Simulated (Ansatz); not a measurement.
# InPt5N, from a guessed structure to a relaxed one, part 2 of 2

Starting from a made-up structure for InPt5N, the aim is the relaxed cell, its shortest contacts and, where a second run follows, its electronic structure.

Ansatz 0.2.0; DFT, PBEsol, plane-wave PAW, files of the set soft_1, scalar-relativistic, no spin, cell and ions relaxed at zero pressure; PAW set soft_1 (the session's first sound run).

So far: The structure; Relaxing cell and atoms.

## (2) Relaxing cell and atoms (continued)

The steps of the relaxation:

```
step  energy less that of the first step (eV)  largest force component (eV/Å)  pressure (GPa)  volume (Å³)
   1                                   0.0000                          1.8260            2.70       104.58
   2                                  -0.5601                          0.6556           -2.40       104.44
   3                                  -0.6384                          0.2358           -0.02       103.31
   4                                  -0.6503                          0.0286            0.29       103.10
   5                                  -0.6503                          0.0011           -0.23       103.33
   6                                  -0.6504                          0.0007            0.00       103.23
  7*                                  -0.6496                          0.0007           -0.01       103.23
```

Relaxation steps marked * repeat the geometry before them on a plane-wave basis chosen anew for their cell, so energy and pressure can jump there.

Forces are held to the 16 operations that the run works with; a distortion that breaks them can't arise in this run.

```
conventional cell, symmetrised  before  after  change
                         a (Å)   3.905  3.875  -0.8 %
                         b (Å)   3.905  3.875  -0.8 %
                         c (Å)   6.858  6.876  +0.3 %
              volume (Å³/atom)   14.94  14.75  -1.3 %
```

The atoms that moved most (Å, as changes of fractional coordinates times the final cell):

```
atom     dx     dy      dz  length
 Pt2  0.000  0.000  -0.171   0.171
 Pt4  0.000  0.000  -0.171   0.171
 Pt3  0.000  0.000   0.171   0.171
 Pt5  0.000  0.000   0.171   0.171
```

This step gave:

```yaml
free_energy: -67828.8089 eV
energy_at_zero_smearing: -67828.7928 eV
smearing_term_ts: 0.03221 eV
fermi_energy: 20.29 eV
electrons: 108
symmetry_operations: 16
pressure: -0.007124 GPa
```

The shortest distance of each pair, which need not be the same contact before and after:

```
 pair  guess (Å)  relaxed (Å)
 N–Pt      2.484        2.372
Pt–Pt      2.720        2.736
In–Pt      2.720        2.740
In–In      3.905        3.875
  N–N      3.905        3.875
```

The relaxation ends with a largest force component of 7.3e-4 eV/Å and a pressure of -0.01 GPa.

## (3) Bands of the relaxed cell

A second self-consistent run takes a narrower smearing and the mesh shown in its input; the bands follow along the standard path of the relaxed lattice.

This step: DFT, PBEsol, plane-wave PAW, files of the set soft_1, scalar-relativistic, no spin, bands and density of states at the relaxed cell; PAW set soft_1 (Ansatz 0.2.0).

File input.yaml:

```yaml
crystal:
  lattice:
    - [3.8745918371, 0.0, 0.0]
    - [0.0, 3.8745918371, 0.0]
    - [0.0, 0.0, 6.8760867476]
  atoms:
    - { symbol: Pt, position: [0.0, 0.0, 0.0] }
    - { symbol: Pt, position: [0.5, 0.0, 0.6989644276] }
    - { symbol: Pt, position: [0.5, 0.0, 0.3010355724] }
    - { symbol: Pt, position: [0.0, 0.5, 0.6989644276] }
    - { symbol: Pt, position: [0.0, 0.5, 0.3010355724] }
    - { symbol: In, position: [0.5, 0.5, 0.0] }
    - { symbol: "N", position: [0.0, 0.0, 0.5] }
kpoints:
  mp_grid: { grid: [8, 8, 6] }
  band_path:
    path:
      - [[0.0, 0.0, 0.0], [0.0, 0.5, 0.0], [0.5, 0.5, 0.0], [0.0, 0.0, 0.0], [0.0, 0.0, 0.5], [0.0, 0.5, 0.5], [0.5, 0.5, 0.5], [0.0, 0.0, 0.5]]
      - [[0.0, 0.5, 0.0], [0.0, 0.5, 0.5]]
      - [[0.5, 0.5, 0.0], [0.5, 0.5, 0.5]]
    npoints: 8
scf:
  occupations: { method: fermi_dirac, width: 0.03 }
  n_extra_bands: 11
hamiltonian:
  xc: pbesol
  pseudopotentials: { kind: paw, azcp: { folder: soft_1 }, xc_functional: pbe }
output:
  forces: true
  stress: true
  write_bands: true
  dos: { projected: true }
  write_density: true
  write_potential: true
  elf: true
  volumetric_format: npy
```

Run with:

```console
$ ansatz run input.yaml --threads 4 --pin off --max-ram 10240MiB --backend cpu --events-out ev --progress --plain --runs-dir out
```

Numbers of over 12 decimals in the logs are rounded to 6 here.

The program printed:

```text
[...]
Crystal: 7 atoms, lattice volume = 103.227 Å³
Basis set: ecut = 420 eV, 2039 PW (Γ), exchange–correlation on 54×54×96 points (8 copies of the dense FFT grid, shifted against one another)
Bands: 65, of which v1, the nominal top of the filled ones, is band 54 counted from 1 (53 counted from 0)
Symmetry: 16 space group operations
[...]
k-points: 60 of 384
[...]
SCF iter   1: F=—  HF=-67835.664117 eV  |F-HF|=—  |Δ(HF+E_count)|=         —  Δρ=1.13e-1  dr2=4.27e1  ethr=3.10e-3  ⟨swp⟩=6.0  Hψ=13610  notcnv=0  defer=6
[...]
SCF iter  10: F=-67828.811023 eV  HF=-67828.811023 eV  |F-HF|=6.90e-9  |Δ(HF+E_count)|=   3.89e-8  Δρ=2.63e-6  dr2=1.09e-8  ethr=9.26e-11  ⟨swp⟩=14.4  Hψ=25996  notcnv=0
SCF 1 converged in 10 iterations: F = -67828.811023 eV  dr2 = 1.09e-8
[...]
NSCF: frozen V_eff on 75 k-points
SCF converged after 10 iterations
Free energy (F): -67828.811023 eV
[...]
Internal energy: -67828.802399 eV  (E = F + TS)
E sigma→0 (E₀):  -67828.806711 eV
Entropy (-TS):   -0.008624 eV (-1.232 meV/atom)
Fermi energy:    20.285427 eV
[...]
--- Forces (eV/Å), atoms counted from 1 ---
  atom   1  Pt    -0.00000000     0.00000000     0.00000000
  atom   2  Pt     0.00000000     0.00000000    -0.02600344
  atom   3  Pt    -0.00000000     0.00000000     0.02600344
  atom   4  Pt     0.00000000     0.00000000    -0.02600344
  atom   5  Pt    -0.00000000     0.00000000     0.02600344
  atom   6  In    -0.00000000    -0.00000000    -0.00000000
  atom   7  N      0.00000000     0.00000000     0.00000000
  max |Σ_I F_I| component: 6.94e-18 eV/Å
--- Stress (GPa, compression-positive) ---
       -0.022976      -0.000000      -0.000000
       -0.000000      -0.022976      -0.000000
       -0.000000      -0.000000      -0.134865
  P = ⅓ Tr σ = -0.0603 GPa (-0.603 kbar)
--- Band table (eV; the first three rows and the last of 60) ---
  k-point 0: bands = [... 50 lower, 19.7137, 19.7511, 19.7511, 20.4604, 20.4961, 20.9993, 21.0598, 23.8118, ... 7 higher]
  k-point 1: bands = [... 50 lower, 19.8895, 20.0666, 20.3081, 20.3081, 20.9876, 20.9995, 21.0596, 23.7231, ... 7 higher]
  k-point 2: bands = [... 50 lower, 20.2089, 20.3155, 20.9999, 21.0592, 21.0702, 21.0702, 21.3627, 23.4514, ... 7 higher]
  k-point 59: bands = [... 50 lower, 18.6605, 19.3667, 19.8517, 20.7299, 20.7299, 20.9204, 21.7348, 21.7348, ... 7 higher]
```

It took 16 s on 4 threads of Arm Neoverse V1, shared host; peak memory 0.71 GiB.

Numbers from this step:

```yaml
free_energy: -67828.8110 eV
energy_at_zero_smearing: -67828.8067 eV
smearing_term_ts: 0.008624 eV
pressure: -0.06027 GPa
```

bands.tsv at the labelled points (eV, zero at the Fermi level; the bands that come nearest the Fermi level along the path):

```tsv
point	band 51	band 52	band 53	band 54	band 55	band 56	band 57	band 58
Γ	-0.57	-0.53	-0.53	0.17	0.21	0.71	0.77	3.53
X	-1.88	-0.91	-0.82	-0.56	-0.42	0.65	1.37	2.03
M	-1.16	-0.96	-0.53	0.17	0.17	0.92	0.95	0.95
Γ	-0.57	-0.53	-0.53	0.17	0.21	0.71	0.77	3.53
Z	0.15	0.20	0.71	0.77	1.18	1.18	1.24	2.95
R	-1.67	-1.67	-1.58	-0.75	-0.45	1.48	1.55	2.49
A	-1.62	-0.92	-0.43	0.44	0.44	0.63	1.45	1.45
Z	0.15	0.20	0.71	0.77	1.18	1.18	1.24	2.95
X	-1.88	-0.91	-0.82	-0.56	-0.42	0.65	1.37	2.03
R	-1.67	-1.67	-1.58	-0.75	-0.45	1.48	1.55	2.49
M	-1.16	-0.96	-0.53	0.17	0.17	0.92	0.95	0.95
A	-1.62	-0.92	-0.43	0.44	0.44	0.63	1.45	1.45
```

Counts of states for the cell as run, both spins, by energy window (eV from the Fermi level):

```csv
from,to,total
-8,-7,3.24
-7,-6,3.67
-6,-5,6.51
-5,-4,9.41
-4,-3,7.63
-3,-2,8.93
-2,-1,8.93
-1,0,6.05
0,1,3.54
1,2,2.71
2,3,2.10
3,4,2.21
4,5,2.22
```

A further 53.8 states lie below the table's range.

ELF in the ac plane at fractional y = 0.000, with atoms of Pt and N within 0.2 Å of it. It is the smooth field of the valence electrons, not physical close to the nuclei.

Values, 24 rows by 14 columns, each cell a mean:
```
0.59 0.57 0.54 0.41 0.28 0.22 0.18 0.17 0.19 0.24 0.31 0.46 0.56 0.58
0.59 0.55 0.45 0.33 0.27 0.24 0.22 0.21 0.22 0.25 0.28 0.37 0.49 0.56
0.47 0.42 0.32 0.28 0.28 0.27 0.26 0.26 0.26 0.28 0.28 0.28 0.35 0.43
0.29 0.27 0.27 0.29 0.29 0.30 0.33 0.35 0.32 0.29 0.29 0.28 0.26 0.28
0.20 0.21 0.25 0.27 0.32 0.41 0.48 0.51 0.47 0.38 0.30 0.27 0.23 0.21
0.14 0.16 0.21 0.28 0.41 0.53 0.56 0.57 0.55 0.50 0.37 0.25 0.19 0.15
0.10 0.12 0.18 0.30 0.50 0.59 0.59 0.60 0.59 0.58 0.44 0.26 0.16 0.11
0.17 0.16 0.18 0.28 0.48 0.59 0.58 0.58 0.59 0.57 0.42 0.23 0.17 0.17
0.49 0.42 0.28 0.23 0.37 0.51 0.55 0.56 0.55 0.48 0.32 0.23 0.32 0.44
0.76 0.75 0.57 0.30 0.24 0.35 0.45 0.48 0.43 0.31 0.23 0.37 0.65 0.76
0.57 0.71 0.74 0.46 0.23 0.23 0.30 0.32 0.28 0.22 0.27 0.56 0.78 0.68
0.17 0.52 0.77 0.57 0.27 0.21 0.24 0.25 0.23 0.21 0.33 0.66 0.74 0.41
0.39 0.63 0.77 0.52 0.25 0.21 0.26 0.27 0.24 0.21 0.30 0.62 0.77 0.56
0.75 0.77 0.63 0.34 0.23 0.31 0.41 0.44 0.39 0.27 0.23 0.42 0.71 0.77
0.63 0.56 0.36 0.24 0.31 0.46 0.53 0.55 0.52 0.42 0.27 0.26 0.43 0.58
0.23 0.21 0.19 0.26 0.46 0.57 0.57 0.57 0.58 0.55 0.40 0.23 0.19 0.22
0.10 0.12 0.18 0.30 0.51 0.60 0.59 0.60 0.60 0.59 0.45 0.25 0.15 0.11
0.12 0.14 0.20 0.29 0.45 0.55 0.57 0.57 0.57 0.53 0.40 0.25 0.18 0.13
0.18 0.20 0.24 0.27 0.34 0.45 0.51 0.53 0.50 0.42 0.31 0.26 0.22 0.19
0.25 0.25 0.26 0.28 0.29 0.33 0.38 0.40 0.37 0.31 0.29 0.28 0.25 0.25
0.42 0.37 0.30 0.28 0.29 0.27 0.27 0.27 0.27 0.28 0.29 0.28 0.32 0.39
0.57 0.52 0.41 0.30 0.27 0.25 0.23 0.23 0.24 0.26 0.27 0.33 0.45 0.53
0.59 0.57 0.52 0.39 0.28 0.23 0.19 0.17 0.19 0.24 0.30 0.44 0.55 0.57
0.60 0.58 0.56 0.45 0.30 0.22 0.17 0.15 0.18 0.24 0.33 0.49 0.57 0.58
```
Columns run along a (3.9 Å), rows up along c (6.9 Å). Atoms in or near the plane, at fractional coordinates: Pt at (0.00, 0.00), Pt at (0.50, 0.70), Pt at (0.50, 0.30), N at (0.00, 0.50).

Electrostatic potential energy in the ac plane at fractional y = 0.000, with atoms of Pt and N within 0.2 Å of it. With pseudopotentials it is smooth inside the atoms' cores, unlike the true potential.

Ten even steps from '_' (-54 eV) to '@' (23 eV), each cell a mean:
```
____::**@@@@@@@@@@@@%%++..__
..::==%%@@@@@@@@@@@@@@##--..
++**%%@@@@@@@@@@@@@@@@%%##**
%%%%@@@@@@%%####%%@@@@@@@@%%
@@@@@@@@%%++----==**%%@@@@@@
@@@@@@%%**::..__..--##@@@@@@
@@@@@@%%++..______::**@@@@@@
@@@@@@%%++..______::**@@@@@@
@@@@@@@@**--..__..==##@@@@@@
**##@@@@%%**====++##%%@@%%##
--==##@@@@%%%%%%%%@@@@@@**==
..::**@@@@@@@@@@@@@@@@%%++::
::--##@@@@@@@@%%@@@@@@%%++--
++**%%@@%%##**++**%%@@@@%%**
%%@@@@@@##==::..::++%%@@@@@@
@@@@@@%%++..______::**@@@@@@
@@@@@@%%==..______::**%%@@@@
@@@@@@%%++::______--**@@@@@@
@@@@@@@@##==::::--++%%@@@@@@
@@@@@@@@@@##******%%@@@@@@@@
**##%%@@@@@@@@@@@@@@@@@@%%##
::--**%%@@@@@@@@@@@@@@##++--
____--##@@@@@@@@@@@@%%++::__
____::**%%@@@@@@@@@@%%++..__
```
Columns run along a (3.9 Å; values clipped at the 3rd and 97th percentile), rows up along c (6.9 Å). Atoms in or near the plane, at fractional coordinates: Pt at (0.00, 0.00), Pt at (0.50, 0.70), Pt at (0.50, 0.30), N at (0.00, 0.50).

Valence density in the ac plane at fractional y = 0.000, with atoms of Pt and N within 0.2 Å of it. It is the smooth field of the valence electrons, not physical close to the nuclei.

Ten even steps from '0' (0 e/Å³) to '9' (11 e/Å³), each cell a mean:
```
87310000000157
54200000000024
11000000000001
00000000000000
00000123210000
00001367520000
00001589841000
00001589741000
00001356520000
10000112100000
21000000000012
22100000000012
22100000000012
11000011100001
00000245310000
00001578731000
00002589841000
00001478631000
00000234310000
00000011100000
10000000000000
43100000000013
86310000000147
98410000000258
```
Columns run along a (3.9 Å), rows up along c (6.9 Å). Atoms in or near the plane, at fractional coordinates: Pt at (0.00, 0.00), Pt at (0.50, 0.70), Pt at (0.50, 0.30), N at (0.00, 0.50).

## (4) What came out

```json
{
 "space group, relaxed": "P4/mmm",
 "conventional cell": "a = 3.875, b = 3.875, c = 6.876 Å; α = 90.0°, β = 90.0°, γ = 90.0°",
 "volume per atom": "14.75 Å³ (guess 14.94)"
}
```

What this shows: InPt5N relaxes to P4/mmm with a = 3.875, b = 3.875 and c = 6.876 Å. The guessed volume was near the relaxed one. The space group P4/mmm was held in the relaxation, so the end point is a stationary structure within it and may be a saddle against distortions or other arrangements. Bands cross the Fermi level, so it is a metal or semimetal at this level. On the 8×8×6 mesh with the narrower smearing (relaxed on 7×7×4) the largest force component is 0.026 eV/Å and the largest stress component is 0.135 GPa, against the relaxation's thresholds of 0.015 eV/Å and 0.05 GPa. The cutoff wasn't tested. Spin-orbit coupling is left out, which can matter for elements this heavy. No dispersion term is used, so weakly bound directions may come out too long. The runs have no spin, and magnetism wasn't tested. Nothing here tests whether the compound is stable against decomposition.

[Logs are printed without paths, hosts, clocks, repeated set-up lines and the standing remarks that a program may print on its own settings, such as how far it seeks lower states.]

[Hosts, paths, dates, database ids (printed as entryN), source tags and the programs' standing remarks are cut or masked in the printed files.]
